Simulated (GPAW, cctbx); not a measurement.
# How far are the atoms of Na3Li from free atoms?

Aim: compute the bonding part of the density of Na3Li, find which reflections carry it, and see how it biases an ordinary refinement.

The cell comes from substitution in a known structure type and wasn't matched to any measured phase. All numbers below are calculated.

## 1. Relax the structure

The density hangs on the geometry, so cell and atoms are relaxed first, with the symmetry held. The cutoff is set higher than for the density because stress converges slowly with plane waves.

Settings: GPAW 26.7.0, PBE, 670 eV, 3×3×3 k-points, Fermi–Dirac width 0.1 eV, BFGS to 0.03 eV/Å.

```text
cell
1.0
     0.000000000    0.000000000    6.178000000
     7.691000000    0.000000000    0.000000000
    -3.845500000    6.660601381    0.000000000
Na Li
6 2
Direct
0.750000000 0.827700000 0.172300000
0.750000000 0.344600000 0.172300000
0.750000000 0.827700000 0.655400000
0.250000000 0.172300000 0.827700000
0.250000000 0.655400000 0.827700000
0.250000000 0.172300000 0.344600000
0.250000000 0.666666667 0.333333333
0.750000000 0.333333333 0.666666667
```

```console
$ OMP_NUM_THREADS=1 mpirun -n 4 gpaw python run.py > gpaw.log
```

```text
BFGS:    0      -11.204947        0.274556
BFGS:    1      -11.208048        0.272579
BFGS:    2      -11.309794        0.193173
BFGS:    3      -11.376341        0.109566
BFGS:    4      -11.404429        0.020257
cell  5.8372 7.2783 7.2783  120.00 90.00 90.00
volume 267.788 A^3, largest force 0.003 eV/A, largest stress 0.10 GPa
```

The cell moved far, while the k-mesh and basis were chosen for the start, so the final shape may be somewhat biased.

After 4 steps the volume has changed by -15.4 % and the energy by -0.199 eV; the largest stress left is 0.10 GPa. It took 65 s on 4 cores of Intel(R) Xeon(R) Platinum 8375C CPU @ 2.90GHz (Ice Lake) (shared host), peak memory 1.6 GiB.

Relaxed structure: P6_3/mmc (no. 194), a = 7.2783 Å, b = 7.2783 Å, c = 5.8372 Å, α = 90.00°, β = 90.00°, γ = 120.00°.

```
atom  mult.       x       y    z
 Na1      6  0.8287  0.1713  3/4
 Li1      2     2/3     1/3  1/4
```

## 2. Density and charge transfer

X-rays see the whole electron density, so the PAW density is rebuilt with its core regions. Subtracting spherical free atoms from the same code cancels the cores and leaves the deformation density Δρ, the part due to bonding.

Settings: PBE, 550 eV, 4×4×4 k-points, Fermi–Dirac width 0.1 eV; primitive cell of 8 atoms.

```console
$ OMP_NUM_THREADS=1 mpirun -n 4 gpaw python run.py > gpaw.log
```

```text
|iter:   1|       0s |  -11.614853 | -0.51 |       |
|iter:   2|       1s |  -11.591855 | -2.42 | -1.52 |
|iter:   3|       2s |  -11.463276 | -2.53 | -1.55 |
...
|iter:   6|       6s |  -11.461112c| -5.47 | -3.19 |
|iter:   7|       7s |  -11.461111c| -6.75 | -3.93 |
|iter:   8|       8s |  -11.461112c| -7.79c| -4.55c|
```

```text
grid (64, 80, 80)  electrons 72.000  moved by bonding 0.386 e
deformation density beyond 0.5 A of the nuclei: max 0.006, min -0.009 e/A^3
atom        x       y       z   Voronoi charge  moment
Na1    0.7500  0.8287  0.1713      0.025       0.00
Na2    0.7500  0.3426  0.1713      0.025       0.00
Na3    0.7500  0.8287  0.6574      0.025       0.00
Na4    0.2500  0.1713  0.8287      0.025       0.00
Na5    0.2500  0.6574  0.8287      0.025       0.00
Na6    0.2500  0.1713  0.3426      0.025       0.00
Li7    0.2500  0.6667  0.3333     -0.075       0.00
Li8    0.7500  0.3333  0.6667     -0.075       0.00
mean inner potential of superposed free atoms 6.268 V
total magnetic moment 0.000 muB
```

Deformation density in a plane through the shortest contact of the Na atom at the origin, in 0.01 e/Å³ (clipped at ±99); x from -1.6 to 5.1 Å, y from 2.4 down to -2.4 Å:

```text
  0   0   0   0   0   0  -1  -1  -1  -1   0   0   0   0   0   0
  0   0   0   0   0   0   0  -1  -1   0   0   0   0   0   0   0
  0   0   0   0   0   0   0   0   0   0   0   0   0   0   0   0
  0   0   0   0   0   0   0   0   0   0   0   0   0   0   0   0
  0   0  -1  -1  -1  -1   0   0   0   0  -1  -1  -1  -1   0   0
  0   0  -1  -1   .  -1   0   0   0   0  -1   .  -1  -1   0   0
  0  -1   0   .   .  -1  -1   0   0  -1  -1   .   .   0  -1   0
  0   0  -1  -1   .  -1   0   0   0   0  -1   .  -1  -1   0   0
  0   0  -1  -1  -1  -1   0   0   0   0  -1  -1  -1  -1   0   0
  0   0   0   0   0   0   0   0   0   0   0   0   0   0   0   0
  0   0   0   0   0   0   0   0   0   0   0   0   0   0   0   0
  0   0   0   0   0   0   0   0   0   0   0   0   0   0   0   0
 -1  -1   0   0   0   0   0   0   0   0   0   0   0   0  -1  -1
```

Atoms in or within 0.15 Å of the plane: Na (0.0, 0.0), Na (3.5, 0.0) Å. Dots mark points within about 0.45 Å of a nucleus; large values next to them are atomic features.

Li gains most (-0.07 e) and Na loses most (+0.02 e), as electronegativity suggests. Along the shortest contact from the Na atom at the map's origin, Na–Na at 3.54 Å, Δρ is 0.00 e/Å³ at the midpoint: little piles up between the atoms, as is usual in a metallic crystal, which this run finds. At the midpoints of other shortest contacts it is 0.00 (Na–Li, 3.56 Å) e/Å³. Point values carry grid noise of about 0.01 e/Å³. The run needed 8 iterations, 19 s.

## 3. From the density to structure factors

The Fourier components of Δρ, added to those of the free atoms, give the static X-ray structure factors; the Mott–Bethe relation turns them into the Fourier components V of the potential that fast electrons feel.

```text
static structure factors of the conventional cell: F in electrons, V (Mott-Bethe) in volts
   h  k  l      d  |F| table  |F| free   |F| DFT   change   |V| free  |V| DFT  change %
   1  0  0  6.3032     5.673     5.683     5.588   -0.095     0.080    0.145     80.4
   1  0  1  4.2828    13.948    13.970    13.875   -0.095     0.370    0.400      8.1
   1  1  0  3.6391    14.328    14.336    14.298   -0.038     0.339    0.348      2.6
   2  0  0  3.1516    28.494    28.457    28.304   -0.153     1.264    1.290      2.1
   0  0  2  2.9186    56.042    55.923    55.674   -0.249     2.344    2.380      1.5
   2  0  1  2.7732    47.701    47.572    47.407   -0.164     1.920    1.942      1.1
   1  0  2  2.6485     5.025     5.008     5.017    0.009     0.095    0.094     -1.1
   2  1  0  2.3824     9.733     9.690     9.688   -0.002     0.259    0.259      0.1
   1  1  2  2.2768    12.617    12.554    12.564    0.010     0.291    0.290     -0.3
   2  1  1  2.2057     8.986     8.939     8.949    0.010     0.191    0.190     -0.4
   2  0  2  2.1414    25.180    25.055    25.063    0.008     0.851    0.850     -0.1
   3  0  0  2.1011    12.410    12.343    12.352    0.009     0.289    0.288     -0.2
   3  0  1  1.9769     5.257     5.229     5.227   -0.002     0.161    0.161      0.1
   1  0  3  1.8592    10.838    10.777    10.788    0.010     0.259    0.258     -0.2
```

The largest X-ray change is -0.25 e on 002, 0.4 % of |F|. For electrons V goes as (Z − F)/g², so a change of F counts against Z − F, which is small at low angle and wherever the atoms' terms cancel: |V| of 101 moves by +8.1 % (0.37 to 0.40 V) against -0.7 % in |F|. The tabulated Hartree–Fock atoms differ from the free DFT atoms by up to 0.13 e, so the choice of reference atom matters too.

## 4. Which functional?

The same geometry is run with other functionals, to see whether the bonding signal is larger than the spread between approximations. Free atoms are LDA for LDA and PBE otherwise; meta-GGAs and hybrids keep PBE cores. Any other changed setting is in the row's label.

| run | ΔF 002 (e) | ΔF 201 (e) | ΔF 200 (e) | q(Li) (e) | moved (e) | time |
| --- | --- | --- | --- | --- | --- | --- |
| PBE | -0.249 | -0.164 | -0.153 | -0.075 | 0.386 | 19 s |
| LDA | -0.240 | -0.165 | -0.138 | -0.066 | 0.353 | 18 s |
| r2SCAN | -0.255 | -0.150 | -0.182 | -0.080 | 0.555 | 49 s |

At the base's settings ΔF(002) spans -0.255 to -0.240 e, a spread of 6 % of the PBE value; over the three listed reflections the spread is at most 29 %, so the sign holds and the size hangs on the functional. Times are from shared hosts.

## 5. What a spherical-atom refinement makes of it

Routine crystallography fits spherical atoms. To see the bias, intensities are simulated from tabulated atoms plus the DFT change ΔF, so that bonding alone can misfit (11832 reflections of the full sphere, merged to the counts below, to 0.45 Å, 1 % proportional noise plus counting noise, assumed isotropic U as listed, Δρ smeared by the mean U) and refined with cctbx over different ranges.

| range | data | R1 | GooF | U Na1 (true 0.0136) | U Li1 (true 0.0173) | largest shift (Å) | Δρ max, min (e/Å³) |
| --- | --- | --- | --- | --- | --- | --- | --- |
| all data | 621 | 0.0067 | 0.95 | 0.0136 | 0.0174 | 0.0000 | 0.06, -0.08 |
| low resolution, d > 0.84 | 111 | 0.0031 | 0.92 | 0.0136 | 0.0173 | 0.0001 | 0.02, -0.02 |
| high order, d < 0.75 | 470 | 0.0117 | 0.96 | 0.0135 | 0.0174 | 0.0003 | 0.06, -0.08 |
| occupancies free, d > 0.7 | 184 | 0.0035 | 0.90 | 0.0136 | 0.0174 | 0.0000 | 0.02, -0.03 |

With all data GooF is 0.95, so at this noise the bonding hardly shows; the top residual peak lies 1.69 Å from Li and 2.31 Å from Na. No U is off by more than 3 s.u. at low resolution. With Na1 held at 1 and the scale free, the other occupancies refine to Li1 1.002(0.004), within three s.u. of full.

## 6. Answer

Bonding moves 0.39 e in the primitive cell of Na3Li and changes the structure factors of the conventional cell in the table above by at most 0.25 e (002, 0.4 %), and among reflections above 2 % of the strongest by up to 1.7 % (100). The shortest bond, Na–Na, has Δρ = 0.00 e/Å³ at its midpoint, with no localised bond charge. At the base's settings ΔF(002) spans -0.255 to -0.240 e, a spread of 6 % of the PBE value; over the three listed reflections the spread is at most 29 %, so the sign holds and the size hangs on the functional. With all data GooF is 0.95, so at this noise the bonding hardly shows. Limits: static density, frozen cores, no spin–orbit coupling.

[Outputs are excerpts: Python notices, other lines and further rows are left out; steps that failed or that the build refused (PBEsol, TPSS) are not shown.]

[Logs are printed without paths, hosts, clocks, repeated set-up lines and the standing remarks that a program may print on its own settings, such as how far it seeks lower states.]
